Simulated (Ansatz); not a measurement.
# Bands, cutoff and cost in G0W0 for BN (Qingsongite)

Wanted: a G0W0 gap for BN (Qingsongite) that is converged in bands and cutoff, or an estimate of the limit.

Method: G0W0 on PBE, plane waves, PAW; PAW set soft_1, in Ansatz 0.2.0.

## 1. The structure

It takes space group F-43m (No. 216, cubic). The conventional cell has a = 3.615 Å, b = 3.615 Å, c = 3.615 Å, α = 90.00°, β = 90.00°, γ = 90.00°. B has 4 N at 1.57 Å nearest. N has 4 B at 1.57 Å nearest. Farther neighbours and most contacts between anions are not listed.

The cell and positions come from the Crystallography Open Database and are kept as given unless a step says otherwise.

## 2. 12 empty bands, screening to 60 eV

G0W0 replaces the xc potential by the self-energy, built once from these orbitals. Only a window of levels is corrected, while the sums run over the empty bands that the input names. This step takes PAW set soft_1 files.

input.yaml reads:

```yaml
crystal:
  lattice:
    - [0.0, 1.8075, 1.8075]
    - [1.8075, 0.0, 1.8075]
    - [1.8075, 1.8075, 0.0]
  atoms:
    - { symbol: B, position: [0.0, 0.0, 0.0] }
    - { symbol: "N", position: [0.25, 0.25, 0.25] }
kpoints:
  mp_grid: { grid: [8, 8, 8] }
hamiltonian:
  xc: pbe
  pseudopotentials: { kind: paw, azcp: { folder: soft_1 } }
scf:
  occupations: { method: fixed }
gw:
  n_empty_bands: 12
  ecut_chi: 60
  qp_bands: [v2, c2]
  qp_kpoints: band_edges
  screening: { model: contour_deformation }
```

Started as:

```bash
ansatz run input.yaml --threads 3 --pin off --max-ram 92160MiB --backend cuda --events-out ev --progress --plain --runs-dir out --devices 1 --max-vram 13GiB
```

Numbers of over 12 decimals in the logs are rounded to 6 here.

The program printed:

```text
GPUs: using 1 of 1 available (devices: 1).
Engine: ansatz 0.2.0, x86_64-unknown-linux-gnu
Pseudopotentials: kind: paw
Pseudopotential: B, paw, valence charge 3, recommended cutoff 420 eV (normal), soft_1/B.paw.azcp
Pseudopotential: N, paw, valence charge 5, recommended cutoff 420 eV (normal), soft_1/N.paw.azcp
Functional definition: PBE
  parameter kappa = 0.804
  parameter beta = 0.066725
  exchange = pbe_x(kappa = kappa, mu = beta*pi^2/3)
  correlation = pbe_c(beta = beta)
device memory: the entry about to start is reckoned to put 0.4 GiB on a device that reports 47.7 GiB free (of which the cap on the GPU budget leaves the run 13.0 GiB)
GPU FFT provider: cuFFT
GPU libraries: cuBLAS 13.8.2, cuFFT 12.4.0, cuSOLVER 12.3.4
Crystal: 2 atoms, lattice volume = 11.810 Å³
Basis set: ecut = 420 eV, 259 PW (Γ)
Bands: 8, of which v1, the nominal top of the filled ones, is band 4 counted from 1 (3 counted from 0)
Symmetry: 24 space group operations
Space group: F-43m (ITA 216), of the structure as read, at distance tolerance 2.3e-5 Å
k-points: 29 of 512 (time reversal used)
Non-local potential: B, projectors of the file, l = 0: 2, l = 1: 2, l = 2: 1
Non-local potential: N, projectors of the file, l = 0: 2, l = 1: 2, l = 2: 1
PAW form: soft (Blöchl's): semilocal exchange-correlation on the pseudo side does not see the compensation charge
PAW one-centre angular grid: B, 110 points (default); XC on 64 Gauss nodes
PAW one-centre angular grid: N, 110 points (default); XC on 64 Gauss nodes
Initial density: superposition of atomic densities (chi_scale 0.1, normalization cell, long waves kept (reshape's long-wave potential 0.00 eV rms))
Initial wavefunctions: pseudopotential atomic-orbital guess
GPU buffer pool allocated for 5832 grid points (all kernels)
GPU transforms: local potential and band sums: pruned to the plane-wave sphere, on 18×18×18
Functional: x = pbe(κ = 0.804, μ = 0.219515), c = pbe(β = 0.066725)
SCF iter   1: F=—  HF=-542.931690 eV  |F-HF|=—  |Δ(HF+E_count)|=         —  Δρ=1.45e-1  dr2=2.02e0  ethr=3.10e-3  ⟨swp⟩=4.0  Hψ=1375  notcnv=0  defer=46
preconditioner: auto → none  [insulator: Δε(μ)=5.735 eV  Ē_g=20.325 eV  n_scr=0 (ndim 8)  ℏωp=30.6 eV  f_vac=0.000  ε∞_Penn≈3.3]
SCF iter   2: F=—  HF=-542.333869 eV  |F-HF|=—  |Δ(HF+E_count)|=   5.98e-1  Δρ=6.42e-2  dr2=2.66e-1  ethr=3.10e-3  ⟨swp⟩=2.0  Hψ=678  notcnv=0  defer=9
SCF iter   3: F=—  HF=-542.282200 eV  |F-HF|=—  |Δ(HF+E_count)|=   5.17e-2  Δρ=2.32e-2  dr2=3.80e-2  ethr=3.10e-3  ⟨swp⟩=3.0  Hψ=383  notcnv=0  defer=47
SCF iter   4: F=—  HF=-542.278913 eV  |F-HF|=—  |Δ(HF+E_count)|=   3.29e-3  Δρ=2.99e-3  dr2=3.72e-4  ethr=4.75e-4  ⟨swp⟩=3.0  Hψ=412  notcnv=0  defer=52
SCF iter   5: F=—  HF=-542.279054 eV  |F-HF|=—  |Δ(HF+E_count)|=   1.41e-4  Δρ=2.81e-4  dr2=4.52e-6  ethr=4.65e-6  ⟨swp⟩=3.0  Hψ=383  notcnv=0  defer=52
SCF iter   6: F=-542.279054 eV  HF=-542.279054 eV  |F-HF|=1.98e-8  |Δ(HF+E_count)|=   3.56e-7  Δρ=1.94e-5  dr2=1.06e-8  ethr=1.25e-9  ⟨swp⟩=3.1  Hψ=1218  notcnv=0
SCF 1 converged in 6 iterations: F = -542.279054 eV  dr2 = 1.06e-8
  greatest PAW one-centre occupation: 0.789 electrons in one spin orbital (limit 2), on the N atom at site 1 (counted from 0), in its partial waves of l = 0
device memory: the entry about to start is reckoned to put 0.4 GiB on a device that reports 47.7 GiB free (of which the cap on the GPU budget leaves the run 13.0 GiB)
NSCF: frozen V_eff on 29 k-points, pencils in batches of 32, up to order 32
the band table was solved once the SCF had ended and its energy, with any forces and stress, was formed, with the checks that follow a solve (1693 applications of the Hamiltonian). They found nothing against the state; the energy, forces and stress were not computed again (output.eigenvalues in the input reference)
device memory: the entry about to start is reckoned to put 0.4 GiB on a device that reports 51.0 GiB free (of which the cap on the GPU budget leaves the run 13.0 GiB)
NSCF: frozen V_eff on 29 k-points, pencils in batches of 32, up to order 84
G₀W₀ screening: q 1/29
[... further progress lines ...]
SCF converged after 6 iterations
Free energy (F): -542.279054 eV
Harris-Foulkes:  -542.279054 eV  (|F-HF|=1.98e-8)
Internal energy: -542.279054 eV  (E = F + TS)
E sigma→0 (E₀):  -542.279054 eV
Fermi energy:    11.169687 eV
--- Per-component energies (eV) ---
  E_band       = 26.361793
  E_kinetic    = 183.641077
  E_local      = -158.847428  (includes V_loc(G=0)·N_el)
  E_nonlocal   = 42.176470
  E_hartree    = 49.028436
  E_xc         = -93.224758
  E_vxc        = -115.285887  (∫ρ·V_xc dr)
  E_paw        = -206.669175  (= ΣΔE_a)
  E_vpaw       = -23.379875  (= ΣTr[D̂ρ^β])
  E_aug_tail   = 0.000975  (compensation charges beyond the density's cutoff)
  E_ewald      = -358.384650
  E_smearing   = -0.000000  (= −TS)
  E_closure    = 0.000000  (closes the sum)
  Σ components = -542.279054   (vs F -542.279054, Δ=0.00e0)
--- Band table (eV; the first three rows and the last of 29) ---
  k-point 0: bands = ["-9.0631", "11.1697", "11.1697", "11.1697", "19.9949", "19.9949", "19.9949", "21.4912"]
  k-point 1: bands = ["-8.6838", "9.2947", "10.7900", "10.7900", "20.3562", "20.5650", "20.5650", "22.6838"]
  k-point 2: bands = ["-7.5832", "5.6926", "10.0417", "10.0417", "20.8072", "21.5140", "21.5140", "24.7333"]
  k-point 28: bands = ["-3.1669", "3.5836", "4.2071", "4.6670", "20.7742", "24.4627", "25.6741", "25.8274"]
--- G₀W₀: contour deformation, 5 samples at zero and on the imaginary axis and 2 off it, 512 q-points, 12 empty bands' worth ---
  eigenvalues of the whole cell's RPA ε∞ on this k-mesh (on a slab, of 1 + 4πα/V) = 4.5165, 4.5165, 4.5165; static W/v taken at q = 0 is 0.221410
  bands read: the sum over 16 bands ends inside a degenerate multiplet in 5 slots, whose members it reads at an even weight; the widest, k=0: bands 16 to 18 (counted from 1) at 1/3 each
  gw.qp_kpoints: band_edges: 11 of 29 stored k-points solved, in 1 pass; an edge of the gap read off the rows below is read off those points alone
    valence top: of the k-points left out ik 10 came nearest to being solved in a further pass, in band 4 (counted from 1, as in the quasiparticle table): it holds the edge there only if its correction is more favourable than any solved in that band by at least 1.192 eV; those differ by 0.633 eV
    conduction bottom: of the k-points left out ik 18 came nearest to being solved in a further pass, in band 5 (counted from 1, as in the quasiparticle table): it holds the edge there only if its correction is more favourable than any solved in that band by at least 1.132 eV; those differ by 0.941 eV
    ik  band        ε_KS         Σx   Σc(E_QP)       V_xc       Z   E_QP_lin       E_QP  E_QP is
     0     3     11.1697   -22.8532     3.5873   -19.2879  0.8355    11.1918    11.1918  root
     0     4     11.1697   -22.8532     3.5873   -19.2879  0.8355    11.1918    11.1918  root
     0     5     19.9949    -7.9536    -4.6963   -14.6768  0.8461    22.0418    22.0217  root
     0     6     19.9949    -7.9536    -4.6963   -14.6768  0.8461    22.0418    22.0217  root
     1     3     10.7900   -22.6870     3.6303   -19.0227  0.8344    10.7561    10.7561  root
     1     4     10.7900   -22.6870     3.6303   -19.0227  0.8344    10.7561    10.7561  root
     1     5     20.3562    -8.7946    -4.7598   -15.4618  0.8438    22.2821    22.2635  root
     1     6     20.5650    -8.0587    -4.8043   -14.9582  0.8435    22.6830    22.6602  root
     2     3     10.0417   -22.5452     3.7713   -18.6341  0.8318     9.9017     9.9018  root
     2     4     10.0417   -22.5452     3.7713   -18.6341  0.8318     9.9017     9.9018  root
     2     5     20.8072    -9.4874    -4.8693   -16.1610  0.8415    22.6288    22.6114  root
     2     6     21.5140    -8.0086    -5.0027   -15.1806  0.8395    23.7104    23.6834  root
     3     3      9.4448   -22.5508     3.9170   -18.4140  0.8294     9.2248     9.2250  root
     3     4      9.4448   -22.5508     3.9170   -18.4140  0.8294     9.2248     9.2250  root
     3     5     21.1677    -9.9273    -4.9256   -16.6060  0.8402    22.9376    22.9208  root
     3     6     21.8799    -7.7569    -5.0365   -14.9187  0.8400    24.0321    24.0053  root
     4     3      9.2280   -22.5720     3.9742   -18.3494  0.8284     8.9792     8.9796  root
     4     4      9.2280   -22.5720     3.9742   -18.3494  0.8284     8.9792     8.9796  root
     4     5     21.3023   -10.0915    -4.9408   -16.7689  0.8398    23.0555    23.0389  root
     4     6     21.8854    -7.6378    -5.0094   -14.7319  0.8412    23.9956    23.9701  root
     5     3     10.0591   -22.3507     3.7018   -18.5045  0.8323     9.9146     9.9147  root
     5     4     10.0591   -22.3507     3.7018   -18.5045  0.8323     9.9146     9.9147  root
     5     5     19.3213    -8.1052    -4.5993   -14.5388  0.8483    21.1714    21.1556  root
     5     6     21.5254    -8.3798    -4.9375   -15.5339  0.8392    23.7698    23.7420  root
[...]
20     3      6.2650   -22.2403     4.5380   -17.0911  0.8145     5.6513     5.6538  root
    20     4      6.2650   -22.2403     4.5380   -17.0911  0.8145     5.6513     5.6538  root
    20     5     15.6360    -8.0447    -4.0646   -13.2851  0.8588    16.8168    16.8117  root
    20     6     20.4064    -7.9318    -4.4996   -13.9273  0.8541    21.9125    21.9022  root
    23     3      6.3444   -22.6411     4.6082   -17.3688  0.8137     5.6774     5.6803  root
    23     4      7.7197   -22.0573     4.1670   -17.4346  0.8227     7.2629     7.2640  root
    23     5     20.7661    -7.9987    -4.6739   -14.4877  0.8448    22.5985    22.5811  root
    23     6     22.3428    -8.4695    -5.2096   -15.6212  0.8362    24.3086    24.2849  root
```

Elapsed: 23 s, on 1 × NVIDIA H100 80GB HBM3 (shared by 6 runs) with 3 threads of AMD EPYC 7R13 (Zen 3), shared host; peak memory 0.93 GiB.

In the SCF lines HF is the Harris–Foulkes energy and dr2 the Hartree energy of the density residual, in eV; the loop may stop once dr2 is under the threshold and the program's other checks hold. Hψ counts applications of the Hamiltonian.

Numbers from this step:

- bands summed: 16
- RPA ε∞ on this mesh (eigenvalues): 4.517, 4.517, 4.517
- plane waves in the screening matrix: 15
- q-points in the mesh: 512
- G0W0 gap on the mesh: 5.620 eV
- k of the valence top: 0, 0, 0
- k of the conduction bottom: 0, -0.5, -0.5
- starting gap on the mesh: 4.466 eV
- Z at the valence top: 0.8355
- Z at the conduction bottom: 0.8588
- least direct G0W0 gap on the computed points: 10.83 eV

The gap on the mesh goes from 4.47 eV to 5.62 eV, a correction of +1.15 eV. Between the two edge states, bare exchange in place of the xc potential would open the gap by 8.81 eV, and correlation takes back 7.65 eV.

## 3. 35 empty bands, screening to 120 eV

Bands and screening cutoff are moved together, since each hides the error of the other.

Changes to input.yaml since step 2:

```diff
@@ -16,4 +16,4 @@
 gw:
-  n_empty_bands: 12
-  ecut_chi: 60
+  n_empty_bands: 35
+  ecut_chi: 120
   qp_bands: [v2, c2]
```

The program printed:

```text
GPUs: using 1 of 1 available (devices: 1).
[...]
GPU FFT provider: cuFFT
GPU libraries: cuBLAS 13.8.2, cuFFT 12.4.0, cuSOLVER 12.3.4
Crystal: 2 atoms, lattice volume = 11.810 Å³
Basis set: ecut = 420 eV, 259 PW (Γ)
Bands: 8, of which v1, the nominal top of the filled ones, is band 4 counted from 1 (3 counted from 0)
Symmetry: 24 space group operations
[...]
k-points: 29 of 512 (time reversal used)
[...]
GPU buffer pool allocated for 5832 grid points (all kernels)
[...]
SCF iter   1: F=—  HF=-542.931690 eV  |F-HF|=—  |Δ(HF+E_count)|=         —  Δρ=1.45e-1  dr2=2.02e0  ethr=3.10e-3  ⟨swp⟩=4.0  Hψ=1375  notcnv=0  defer=46
[...]
SCF iter   6: F=-542.279054 eV  HF=-542.279054 eV  |F-HF|=1.98e-8  |Δ(HF+E_count)|=   3.56e-7  Δρ=1.94e-5  dr2=1.06e-8  ethr=1.25e-9  ⟨swp⟩=3.1  Hψ=1218  notcnv=0
SCF 1 converged in 6 iterations: F = -542.279054 eV  dr2 = 1.06e-8
[...]
NSCF: frozen V_eff on 29 k-points, pencils in batches of 32, up to order 32
[...]
G₀W₀ screening: q 1/29
[... further progress lines ...]
SCF converged after 6 iterations
Free energy (F): -542.279054 eV
[...]
Internal energy: -542.279054 eV  (E = F + TS)
E sigma→0 (E₀):  -542.279054 eV
Fermi energy:    11.169687 eV
[...]
--- Band table (eV; the first three rows and the last of 29) ---
[...]
0     3     11.1697   -22.8532     2.9180   -19.2879  0.8277    10.5208    10.5225  root
     0     4     11.1697   -22.8532     2.9180   -19.2879  0.8277    10.5208    10.5225  root
     0     5     19.9949    -7.9536    -5.3133   -14.6768  0.8393    21.4143    21.4048  root
     0     6     19.9949    -7.9536    -5.3133   -14.6768  0.8393    21.4143    21.4048  root
     1     3     10.7900   -22.6870     2.9740   -19.0227  0.8270    10.0979    10.0998  root
     1     4     10.7900   -22.6870     2.9740   -19.0227  0.8270    10.0979    10.0998  root
     1     5     20.3562    -8.7946    -5.3341   -15.4618  0.8364    21.6980    21.6892  root
     1     6     20.5650    -8.0587    -5.4410   -14.9582  0.8361    22.0342    22.0236  root
[...]
23     3      6.3444   -22.6411     4.0832   -17.3688  0.8095     5.1461     5.1553  root
    23     4      7.7197   -22.0573     3.6027   -17.4346  0.8179     6.6940     6.6997  root
    23     5     20.7661    -7.9987    -5.2693   -14.4877  0.8382    21.9932    21.9857  root
    23     6     22.3428    -8.4695    -5.8017   -15.6212  0.8285    23.7038    23.6928  root
```

It took 16 s on 1 × NVIDIA H100 80GB HBM3 (shared by 6 runs) with 3 threads; peak memory 0.97 GiB; 11 s of CPU time.

Numbers from this step:

```
bands summed                                 : 39
RPA ε∞ on this mesh (eigenvalues)            : 4.471, 4.471, 4.471
plane waves in the screening matrix          : 27
q-points in the mesh                         : 512
G0W0 gap on the mesh                         : 5.895 eV
k of the valence top                         : 0, 0, 0
k of the conduction bottom                   : 0, -0.5, -0.5
starting gap on the mesh                     : 4.466 eV
Z at the valence top                         : 0.8277
Z at the conduction bottom                   : 0.8537
least direct G0W0 gap on the computed points : 10.88 eV
```

Against the run with 8×8×8 mesh, 12 empty bands, screening to 60 eV, PAW set soft_1 files, the gap moves by +0.28 eV.

## 4. 75 empty bands, screening to 200 eV

Changes to input.yaml since step 3:

```diff
@@ -16,4 +16,4 @@
 gw:
-  n_empty_bands: 35
-  ecut_chi: 120
+  n_empty_bands: 75
+  ecut_chi: 200.0
   qp_bands: [v2, c2]
```

The program printed:

```text
GPUs: using 1 of 1 available (devices: 1).
[...]
GPU FFT provider: cuFFT
GPU libraries: cuBLAS 13.8.2, cuFFT 12.4.0, cuSOLVER 12.3.4
Crystal: 2 atoms, lattice volume = 11.810 Å³
Basis set: ecut = 420 eV, 259 PW (Γ)
Bands: 8, of which v1, the nominal top of the filled ones, is band 4 counted from 1 (3 counted from 0)
Symmetry: 24 space group operations
[...]
k-points: 29 of 512 (time reversal used)
[...]
1     6     20.5650    -8.0587    -5.6574   -14.9582  0.8351    21.8148    21.8072  root
[...]
23     3      6.3444   -22.6411     3.8090   -17.3688  0.8077     4.8669     4.8811  root
    23     4      7.7197   -22.0573     3.3118   -17.4346  0.8159     6.3993     6.4088  root
    23     5     20.7661    -7.9987    -5.4851   -14.4877  0.8370    21.7750    21.7700  root
    23     6     22.3428    -8.4695    -6.0344   -15.6212  0.8269    23.4674    23.4600  root
[key lines of the parts left out:]
SCF converged after 6 iterations
Free energy (F): -542.279054 eV
Fermi energy:    11.169687 eV
```

It took 26 s on 1 × NVIDIA H100 80GB HBM3 (shared by 6 runs) with 3 threads; peak memory 0.97 GiB.

This step gave:

```
bands summed                                 : 79
RPA ε∞ on this mesh (eigenvalues)            : 4.384, 4.384, 4.384
plane waves in the screening matrix          : 65
G0W0 gap on the mesh                         : 6.097 eV
k of the valence top                         : 0, 0, 0
k of the conduction bottom                   : 0, -0.5, -0.5
starting gap on the mesh                     : 4.466 eV
least direct G0W0 gap on the computed points : 11.04 eV
```

Against the run with 8×8×8 mesh, 35 empty bands, screening to 120 eV, PAW set soft_1 files, the gap moves by +0.20 eV.

## 5. Changing the k mesh: 6×6×6 mesh, 35 empty bands, screening to 120 eV, PAW set soft_1 files

Only the mesh changes. It samples the long-range screening, which converges on its own terms. Bands and cutoff differ from the step before, so it is read against an earlier run that matches them.

Changes to input.yaml since step 4:

```diff
@@ -9,3 +9,3 @@
 kpoints:
-  mp_grid: { grid: [8, 8, 8] }
+  mp_grid: { grid: [6, 6, 6] }
 hamiltonian:
@@ -16,4 +16,4 @@
 gw:
-  n_empty_bands: 75
-  ecut_chi: 200.0
+  n_empty_bands: 35
+  ecut_chi: 120
   qp_bands: [v2, c2]
```

The program printed:

```text
GPUs: using 1 of 1 available (devices: 1).
[...]
GPU FFT provider: cuFFT
GPU libraries: cuBLAS 13.8.2, cuFFT 12.4.0, cuSOLVER 12.3.4
Crystal: 2 atoms, lattice volume = 11.810 Å³
Basis set: ecut = 420 eV, 259 PW (Γ)
Bands: 8, of which v1, the nominal top of the filled ones, is band 4 counted from 1 (3 counted from 0)
Symmetry: 24 space group operations
[...]
k-points: 16 of 216 (time reversal used)
[...]
1     6     20.9060    -8.0603    -5.5443   -15.0848  0.8340    22.3975    22.3861  root
[...]
14     3      5.1133   -22.6870     4.4299   -16.9598  0.8021     3.8033     3.8160  root
    14     4      6.6770   -21.7995     3.8097   -16.8744  0.8138     5.5541     5.5616  root
    14     5     20.6687    -8.4385    -5.2116   -14.8657  0.8365    21.8919    21.8843  root
    14     6     22.9714    -7.9750    -6.0119   -15.3537  0.8251    24.3505    24.3381  root
[key lines of the parts left out:]
SCF converged after 6 iterations
Free energy (F): -542.275357 eV
Fermi energy:    11.172323 eV
```

It took 13 s on 1 × NVIDIA H100 80GB HBM3 (shared by 6 runs) with 3 threads; peak memory 0.96 GiB.

This step gave:

```yaml
bands_summed: 39
rpa_eps_infinity_on_this_mesh_eigenvalues: 4.555, 4.555, 4.555
plane_waves_in_the_screening_matrix: 27
g0w0_gap_on_the_mesh: 5.894 eV
k_of_the_valence_top: 0, 0, 0
k_of_the_conduction_bottom: 0, -0.5, -0.5
starting_gap_on_the_mesh: 4.465 eV
least_direct_g0w0_gap_on_the_computed_points: 10.88 eV
```

Against the run with 8×8×8 mesh, 35 empty bands, screening to 120 eV, PAW set soft_1 files, the gap moves by −0.001 eV.

(Part 1 of 2 ends here.)

[Paths, hosts, dates, memory and timing lines, banners, echoed tables and standing remarks are left out of the program output.]

[Logs are printed without paths, hosts, clocks, repeated set-up lines and the standing remarks that a program may print on its own settings, such as how far it seeks lower states.]

[Runs of the session that timed out or met a known fault of the program may be left out.]

[Cells called generated may have been cut or substituted from an entry of the Crystallography Open Database or the Materials Project.]

[Hosts, paths, dates, database ids (printed as entryN), source tags and the programs' standing remarks are cut or masked in the printed files.]
